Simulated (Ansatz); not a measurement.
# Free carriers and the phonons of TiO2 (Rutile, P4_2/mnm), part 2 of 2

Aim: how far do free carriers move the optical modes of TiO2 (Rutile, P4_2/mnm)?

Ansatz 0.2.0; DFT LDA, scalar-relativistic, plane waves, PAW; PAW set soft_1.

So far. Step 3 (Tight relaxation): The largest force component left is 0.0097 meV/Å and the pressure is -0.005 GPa, within the tolerances set. The cell now holds 10.06 Å³/atom. Step 4 (Relaxation of a member: no carriers): The largest force component left is 0.021 meV/Å. The relaxed cell has a = 4.549, c = 2.917 Å (conventional setting).

## 5. Modes of this member: no carriers

Phonons follow from the second derivative of the energy, found here by linear response.

The zone-centre modes follow for no carriers.

input.yaml

```yaml
crystal:
  lattice:
    - [4.5489690265, 0.0, 0.0]
    - [0.0, 4.5489690265, 0.0]
    - [0.0, 0.0, 2.9174440279]
  atoms:
    - { symbol: O, position: [0.3039442397, 0.3039442397, 0.0] }
    - { symbol: O, position: [0.1960557603, 0.8039442397, 0.5] }
    - { symbol: O, position: [0.6960557603, 0.6960557603, 0.0] }
    - { symbol: O, position: [0.8039442397, 0.1960557603, 0.5] }
    - { symbol: Ti, position: [0.0, 0.0, 0.0] }
    - { symbol: Ti, position: [0.5, 0.5, 0.5] }
kpoints:
  mp_grid: { grid: [18, 18, 25] }
hamiltonian:
  xc: lda
  pseudopotentials: { kind: paw, azcp: { folder: soft_1 }, xc_functional: pbe }
scf:
  occupations: { method: fermi_dirac, width: 0.03 }
output:
  eigenvalues: true
phonons:
  method: dfpt
```

Run with:

```bash
ansatz run input.yaml --threads 8 --pin off --max-ram 16384MiB --backend cpu --events-out ev --progress --plain --runs-dir out
```

Numbers of over 12 decimals in the logs are rounded to 6 here.

Output:

```text
zone centre: on kpoints.mp_grid the ground state, and the responses unless they are solved on pairs of k-points, stand on 2132 of the mesh's 8100 k-points, reduced under 2 symmetry operations, with k and −k counted as one. Each operation leaves every solved displacement unchanged or reverses it
[...]
Crystal: 6 atoms, lattice volume = 60.371 Å³
Basis set: ecut = 420 eV, 1161 PW (Γ), exchange–correlation on 64×64×40 points (8 copies of the dense FFT grid, shifted against one another)
Bands: 30, of which v1, the nominal top of the filled ones, is band 24 counted from 1 (23 counted from 0)
Symmetry: 16 space group operations
k-points: 2132 of 8100 (irreducible under 2 space group operations, time reversal used)
[...]
SCF iter   1: F=—  HF=-7130.753057 eV  |F-HF|=—  |Δ(HF+E_count)|=         —  Δρ=5.75e-2  dr2=1.86e0  ethr=3.10e-3  ⟨swp⟩=5.9  Hψ=226361  notcnv=0
[...]
SCF iter  10: F=-7130.418452 eV  HF=-7130.418452 eV  |F-HF|=9.09e-13  |Δ(HF+E_count)|=  2.27e-11  Δρ=8.60e-8  dr2=3.43e-12  ethr=1.00e-12  ⟨swp⟩=9.3  Hψ=292185  notcnv=0
SCF 1 converged in 10 iterations: F = -7130.418452 eV  dr2 = 3.43e-12
[...]
DFPT response loops at Γ: preconditioner auto → Resta (q_TF=auto, 2.626 Å⁻¹)  ε∞=5.7 (no band partly filled); β = 1.00, the filter's whole step (`scf.mixing.beta` (0.50) is not read by the response loops at its default; to damp them type it under 1.00, their step now; it binds the ground state too); Broyden in place of MSR1
SCF converged after 10 iterations
Free energy (F): -7130.418452 eV
[...]
Internal energy: -7130.418452 eV  (E = F + TS)
E sigma→0 (E₀):  -7130.418452 eV
Fermi energy:    10.111246 eV
[...]
--- Band table (eV; the first three rows and the last of 2132) ---
  k-point 0: bands = [... 20 lower, 8.5053, 8.7254, 8.7254, 9.1838, 11.0457, 11.3268, 11.6316, 11.7470, ... 2 higher]
  k-point 1: bands = [... 20 lower, 8.4234, 8.6894, 8.6894, 9.1767, 11.0988, 11.3482, 11.6183, 11.7704, ... 2 higher]
  k-point 2: bands = [... 20 lower, 8.2003, 8.5851, 8.5851, 9.1531, 11.2390, 11.4063, 11.5816, 11.8377, ... 2 higher]
  k-point 2131: bands = [... 20 lower, 7.8032, 7.8032, 8.5062, 8.5062, 11.8439, 11.8439, 12.4591, 12.4591, ... 2 higher]
--- Phonons (Γ-DFPT): 4 representative perturbations + reference, on 2132 of 8100 k-points (Σ response iterations 13) ---
  k mesh reduced under 2 symmetry operations, with k and −k counted as one. Each operation leaves every solved displacement unchanged or reverses it
  ASR residual: 4.434e-5 → 0.000e0 eV/Å²; symmetrization residual: 4.912e-6 eV/Å²
  ASR residual per site (eV/Å²): 2.13e-5 2.13e-5 2.13e-5 2.13e-5 4.43e-5 4.43e-5
  Γ frequencies (cm⁻¹): 0.00 0.00 0.00 96.06 121.42 128.91 128.91 136.89 381.28 381.28 390.22 419.29 463.70 463.70 486.49 486.49 610.13 817.90
  non-analytic LO–TO correction: not included (Born effective charges unavailable; polar crystals: no LO–TO splitting at Γ)
```

Wall time 4.9 min (8 threads of Intel Xeon at 2.70GHz, shared host); peak memory 11 GiB.

The column dr2 measures how far the density is from self-consistency, as an energy; F and HF (Harris–Foulkes) agree once it is small.

Numbers from this step:

- sum-rule residual before enforcement: 4.43e-5 eV/Å²
- point group: 4/mmm
- highest optical mode at the zone centre (no LO-TO term): 817.9 cm⁻¹
- lowest optical zone-centre mode: 96.06 cm⁻¹

Without the LO-TO term. Patterns of degenerate modes are one choice out of their space. The modes at Γ (shares of kinetic energy by element, %):

| mode | frequency (cm⁻¹) | symmetry | O % | Ti % |
| --- | --- | --- | --- | --- |
| 1 | 0.0 | acoustic | 40 | 60 |
| 2 | 0.0 | acoustic | 40 | 60 |
| 3 | 0.0 | acoustic | 40 | 60 |
| 4 | 96.1 | B1u | 1 | 99 |
| 5 | 121.4 | A2u | 60 | 40 |
| 6 | 128.9 | Eu | 57 | 43 |
| 7 | 128.9 | Eu | 57 | 43 |
| 8 | 136.9 | B1g | 100 | 0 |
| 9 | 381.3 | Eu | 51 | 49 |
| 10 | 381.3 | Eu | 51 | 49 |
| 11 | 390.2 | B1u | 99 | 1 |
| 12 | 419.3 | A2g | 100 | 0 |
| 13 | 463.7 | Eg | 100 | 0 |
| 14 | 463.7 | Eg | 100 | 0 |
| 15 | 486.5 | Eu | 52 | 48 |
| 16 | 486.5 | Eu | 52 | 48 |
| 17 | 610.1 | A1g | 100 | 0 |
| 18 | 817.9 | B2g | 100 | 0 |

Displacements in mode 4 (96.1 cm⁻¹), the largest set to 1:
```
O1   0.00  0.00 -0.11
O2   0.00  0.00  0.11
O3   0.00  0.00 -0.11
O4   0.00  0.00  0.11
Ti5  0.00  0.00  1.00
Ti6  0.00  0.00 -1.00
```

Displacements in mode 10 (381.3 cm⁻¹), the largest set to 1:
```
O1  -0.03  0.98  0.00
O2  -0.18 -1.00  0.00
O3  -0.03  0.98  0.00
O4  -0.18 -1.00  0.00
Ti5  0.01 -0.80  0.00
Ti6  0.13  0.81  0.00
```

Without the LO-TO term the lowest optical mode is real, 96.1 cm⁻¹, and the highest lies at 817.9 cm⁻¹.

## 6. A member of the series: 15 × 10²⁰ holes per cm³

The cell of the neutral crystal is kept with 15 × 10²⁰ holes per cm³, balanced by a uniform background. The bands are sampled on 18×18×25 points with Fermi-Dirac filling of 0.03 eV.

Edit input.yaml of step 5 so:

```diff
@@ -12,2 +12,3 @@
     - { symbol: Ti, position: [0.5, 0.5, 0.5] }
+total_charge: 0.090557
 kpoints:
@@ -20,4 +21,8 @@
 output:
+  forces: true
+  stress: true
   eigenvalues: true
-phonons:
-  method: dfpt
+relax:
+  adjacent_minimum: "off"
+  f_tol: 0.001
+  max_steps: 60
```

Output:

```text
[...]
Crystal: 6 atoms, lattice volume = 60.371 Å³
Basis set: ecut = 420 eV, 1161 PW (Γ)
Bands: 30, of which v1, the nominal top of the filled ones, is band 24 counted from 1 (23 counted from 0)
Symmetry: 16 space group operations
[...]
k-points: 715 of 8100
[...]
--- Relaxed structure (4 steps of the walk, 4 accepted, 0 SCFs on fresh bases) ---
  F+E_penalty+E_count = -7131.23769602 eV   max|allowed force component| = 3.975e-5 eV/Å
  atoms:
    - { symbol: O, position: [0.303548, 0.303548, 0.0] }
    - { symbol: O, position: [0.196452, 0.803548, 0.500000] }
    - { symbol: O, position: [0.696452, 0.696452, 0.0] }
    - { symbol: O, position: [0.803548, 0.196452, 0.500000] }
    - { symbol: Ti, position: [0, 0, 0.0] }
    - { symbol: Ti, position: [0.5, 0.5, 0.500000] }
[key lines of the parts left out:]
SCF converged after 6 iterations
Free energy (F): -7131.237696 eV
Fermi energy:    8.930770 eV
P = ⅓ Tr σ = 0.9698 GPa (9.698 kbar)
```

Elapsed: 38 s, on 8 threads; peak memory 1.2 GiB; 4.4 min of CPU time.

Hardly anything moved in the relaxation; the energy changed by under 0.2 meV an atom.

The largest force component left is 0.040 meV/Å.

## 7. Modes of this member: 15 × 10²⁰ holes per cm³

The zone-centre modes follow for 15 × 10²⁰ holes per cm³.

input.yaml, the sections that differ from step 6:

```yaml
crystal:
  lattice:
    - [4.5489690265, 0.0, 0.0]
    - [0.0, 4.5489690265, 0.0]
    - [0.0, 0.0, 2.9174440279]
  atoms:
    - { symbol: O, position: [0.3035475455, 0.3035475455, 0.0] }
    - { symbol: O, position: [0.1964524545, 0.8035475455, 0.5] }
    - { symbol: O, position: [0.6964524545, 0.6964524545, 0.0] }
    - { symbol: O, position: [0.8035475455, 0.1964524545, 0.5] }
    - { symbol: Ti, position: [0.0, 0.0, 0.0] }
    - { symbol: Ti, position: [0.5, 0.5, 0.5] }
output:
  eigenvalues: true
phonons:
  method: dfpt
# total_charge, kpoints, hamiltonian, scf: as in step 6
# relax: removed
```

Output:

```text
[...]
Crystal: 6 atoms, lattice volume = 60.371 Å³
Basis set: ecut = 420 eV, 1161 PW (Γ), exchange–correlation on 64×64×40 points (8 copies of the dense FFT grid, shifted against one another)
Bands: 30, of which v1, the nominal top of the filled ones, is band 24 counted from 1 (23 counted from 0)
Symmetry: 16 space group operations
k-points: 2132 of 8100 (irreducible under 2 space group operations, time reversal used)
[...]
k-point 2: bands = [... 20 lower, 8.1788, 8.5510, 8.5510, 9.1178, 11.2269, 11.3848, 11.5691, 11.8281, ... 2 higher]
  k-point 2131: bands = [... 20 lower, 7.7660, 7.7660, 8.4810, 8.4810, 11.8410, 11.8410, 12.4378, 12.4378, ... 2 higher]
[...]
ASR residual: 3.369e-5 → 0.000e0 eV/Å²; symmetrization residual: 5.527e-6 eV/Å²
  ASR residual per site (eV/Å²): 2.94e-5 2.94e-5 2.94e-5 2.94e-5 3.37e-5 3.37e-5
[...]
[key lines of the parts left out:]
SCF converged after 11 iterations
Free energy (F): -7131.237700 eV
Fermi energy:    8.930770 eV
```

Run time: 4.6 min. Hardware: 8 threads; peak memory 11 GiB; 28 min of CPU time.

Numbers from this step:

| Quantity | Value |
| --- | --- |
| sum-rule residual before enforcement | 3.37e-5 eV/Å² |
| highest optical mode at the zone centre (no LO-TO term) | 814.9 cm⁻¹ |
| lowest optical zone-centre mode | 104.1 cm⁻¹ |

Without the LO-TO term. Patterns of degenerate modes are one choice out of their space. The modes at Γ (shares of kinetic energy by element, %):

```csv
mode,frequency (cm⁻¹),symmetry,O %,Ti %
1,0.0,acoustic,40,60
2,0.0,acoustic,40,60
3,0.0,acoustic,40,60
4,104.1,B1u,1,99
5,134.3,Eu,58,42
6,134.3,Eu,58,42
7,142.4,A2u,60,40
8,147.0,B1g,100,0
9,376.2,Eu,41,59
10,376.2,Eu,41,59
11,386.1,B1u,99,1
12,417.2,A2g,100,0
13,463.2,Eg,100,0
14,463.2,Eg,100,0
15,466.1,Eu,61,39
16,466.1,Eu,61,39
17,611.5,A1g,100,0
18,814.9,B2g,100,0
```

Without the LO-TO term the lowest optical mode is real, 104 cm⁻¹, and the highest lies at 814.9 cm⁻¹.

## 8. A check on a coarser mesh: 2 × 10²⁰ holes per cm³

To see what the mesh is worth, the run for 2 × 10²⁰ holes per cm³ is repeated on 14×14×20 points.

input.yaml, the sections that differ from step 7:

```yaml
crystal:
  lattice:
    - [4.5489690265, 0.0, 0.0]
    - [0.0, 4.5489690265, 0.0]
    - [0.0, 0.0, 2.9174440279]
  atoms:
    - { symbol: O, position: [0.3038823368, 0.3038823368, 0.0] }
    - { symbol: O, position: [0.1961176632, 0.8038823368, 0.5] }
    - { symbol: O, position: [0.6961176632, 0.6961176632, 0.0] }
    - { symbol: O, position: [0.8038823368, 0.1961176632, 0.5] }
    - { symbol: Ti, position: [0.0, 0.0, 0.0] }
    - { symbol: Ti, position: [0.5, 0.5, 0.5] }
total_charge: 0.012074
kpoints:
  mp_grid: { grid: [14, 14, 20] }
# hamiltonian, scf, output, phonons: as in step 7
```

Output:

```text
[...]
Crystal: 6 atoms, lattice volume = 60.371 Å³
Basis set: ecut = 420 eV, 1161 PW (Γ), exchange–correlation on 64×64×40 points (8 copies of the dense FFT grid, shifted against one another)
Bands: 30, of which v1, the nominal top of the filled ones, is band 24 counted from 1 (23 counted from 0)
Symmetry: 16 space group operations
k-points: 1100 of 3920 (irreducible under 2 space group operations, time reversal used)
[...]
k-point 2: bands = [... 20 lower, 8.0480, 8.5057, 8.5057, 9.1286, 11.3280, 11.4418, 11.5554, 11.8842, ... 2 higher]
  k-point 1099: bands = [... 20 lower, 7.8031, 7.8031, 8.5072, 8.5072, 11.8369, 11.8369, 12.4585, 12.4585, ... 2 higher]
[...]
ASR residual: 2.623e-5 → 0.000e0 eV/Å²; symmetrization residual: 3.621e-6 eV/Å²
  ASR residual per site (eV/Å²): 2.62e-5 2.62e-5 2.62e-5 2.62e-5 1.67e-5 1.67e-5
[...]
[key lines of the parts left out:]
SCF converged after 11 iterations
Free energy (F): -7130.529364 eV
Fermi energy:    9.143207 eV
```

The job ended after 2.5 min (8 threads; peak memory 6.5 GiB).

This step gave:

```yaml
sum_rule_residual_before_enforcement: 2.62e-5 eV/Å²
highest_optical_mode_at_the_zone_centre_no_lo_to_term: 817.5 cm⁻¹
lowest_optical_zone_centre_mode: 97.09 cm⁻¹
```

The highest mode comes at 817.5 cm⁻¹, against 817.5 cm⁻¹ on 18×18×25 points.

## 9. A check on a coarser mesh: 10 × 10²⁰ holes per cm³

To see what the mesh is worth, the run for 10 × 10²⁰ holes per cm³ is repeated on 14×14×20 points.

input.yaml, the sections that differ from step 8:

```yaml
crystal:
  lattice:
    - [4.5489690265, 0.0, 0.0]
    - [0.0, 4.5489690265, 0.0]
    - [0.0, 0.0, 2.9174440279]
  atoms:
    - { symbol: O, position: [0.3036667736, 0.3036667736, 0.0] }
    - { symbol: O, position: [0.1963332264, 0.8036667736, 0.5] }
    - { symbol: O, position: [0.6963332264, 0.6963332264, 0.0] }
    - { symbol: O, position: [0.8036667736, 0.1963332264, 0.5] }
    - { symbol: Ti, position: [0.0, 0.0, 0.0] }
    - { symbol: Ti, position: [0.5, 0.5, 0.5] }
total_charge: 0.060371
# kpoints, hamiltonian, scf, output, phonons: as in step 8
```

Output:

```text
[...]
Crystal: 6 atoms, lattice volume = 60.371 Å³
Basis set: ecut = 420 eV, 1161 PW (Γ), exchange–correlation on 64×64×40 points (8 copies of the dense FFT grid, shifted against one another)
Bands: 30, of which v1, the nominal top of the filled ones, is band 24 counted from 1 (23 counted from 0)
Symmetry: 16 space group operations
k-points: 1100 of 3920 (irreducible under 2 space group operations, time reversal used)
[...]
k-point 2: bands = [... 20 lower, 8.0371, 8.4879, 8.4879, 9.1094, 11.3212, 11.4302, 11.5491, 11.8784, ... 2 higher]
  k-point 1099: bands = [... 20 lower, 7.7831, 7.7831, 8.4938, 8.4938, 11.8354, 11.8354, 12.4470, 12.4470, ... 2 higher]
[...]
ASR residual: 2.388e-5 → 0.000e0 eV/Å²; symmetrization residual: 3.582e-6 eV/Å²
  ASR residual per site (eV/Å²): 2.39e-5 2.39e-5 2.39e-5 2.39e-5 1.71e-5 1.71e-5
[...]
[key lines of the parts left out:]
SCF converged after 11 iterations
Free energy (F): -7130.967123 eV
Fermi energy:    8.998092 eV
```

Elapsed: 2.3 min, on 8 threads; peak memory 6.5 GiB.

This step gave:

```
sum-rule residual before enforcement                    : 2.39e-5 eV/Å²
highest optical mode at the zone centre (no LO-TO term) : 815.9 cm⁻¹
lowest optical zone-centre mode                         : 101.4 cm⁻¹
```

The highest mode comes at 815.9 cm⁻¹, against 815.9 cm⁻¹ on 18×18×25 points.

## 10. The series together

The members are set side by side, also those not shown above.

Electrons count positive and holes negative; without the LO-TO term; modes are tracked from the neutral crystal by their patterns, and those within 0.3 cm⁻¹ of each other stand once; the 10 lowest of 11 levels; the cell of the neutral crystal is kept and the atoms are relaxed where symmetry leaves them free; all runs use 18×18×25 k points and Fermi-Dirac smearing of 0.03 eV. Optical modes along the series:

```csv
carriers (10²⁰ cm⁻³),mode 4 B1u (cm⁻¹),mode 5 A2u (cm⁻¹),mode 6 Eu (cm⁻¹),mode 8 B1g (cm⁻¹),mode 9 Eu (cm⁻¹),mode 11 B1u (cm⁻¹),mode 12 A2g (cm⁻¹),mode 13 Eg (cm⁻¹),mode 15 Eu (cm⁻¹),mode 17 A1g (cm⁻¹)
-15,104.1,142.4,134.3,147,376.2,386.1,417.2,463.2,466.1,611.5
-10,101.4,135.5,131.7,144.3,377.8,387.5,418.2,463.5,471.8,611
-6,99.23,129.9,130,141.7,379.1,388.6,418.8,463.6,477,610.6
-4,98.15,127,129.4,140.3,379.7,389.2,419.1,463.7,479.9,610.5
-2,97.08,124.2,129,138.7,380.5,389.7,419.2,463.7,483,610.3
-1,96.56,122.8,128.9,137.8,380.9,390,419.3,463.7,484.7,610.2
0,96.06,121.4,128.9,136.9,381.3,390.2,419.3,463.7,486.5,610.1
```

## 11. Outcome

| Property | Result |
| --- | --- |
| members | 7 |
| mode that changes most, in cm⁻¹ | mode 5 A2u |
| its frequency without carriers | 121.42 cm⁻¹ |
| its frequency at -15 × 10²⁰ cm⁻³ | 142.40 cm⁻¹ |

What this shows: At 15 × 10²⁰ holes per cm³ the largest change in cm⁻¹ is that of mode 5 A2u, +20.98 cm⁻¹ from 121.42 cm⁻¹. At 2 and 10 × 10²⁰ cm⁻³ the coarser mesh moves the optical modes by up to 0.04 cm⁻¹, a measure of the error left by the mesh there. The response is adiabatic: the carriers follow the ions at once. Where they cannot, as for a zone-centre mode faster than their scattering, measured shifts differ, and line shapes are not given here. The background stands for dopants without their size, scattering or local bonds, and the cell is that of the neutral crystal, although carriers also change the volume at rest, which would shift the modes as well. In a polar crystal the carriers also screen the field of the longitudinal modes, often the largest effect; only modes without that field are treated here. These are harmonic frequencies of a static lattice, with warm electrons: anharmonic shifts, linewidths and thermal expansion are left out. The PAW files were made for PBE; the program adapts parts of them to the functional of the run, but their partial waves stay those of PBE, an approximation that was not tested in this session. Only the zone centre was solved, so an instability at another wavevector cannot show here.

[Logs are printed without paths, hosts, clocks, repeated set-up lines and the standing remarks that a program may print on its own settings, such as how far it seeks lower states.]

[Hosts, paths, dates, database ids (printed as entryN), source tags and the programs' standing remarks are cut or masked in the printed files.]
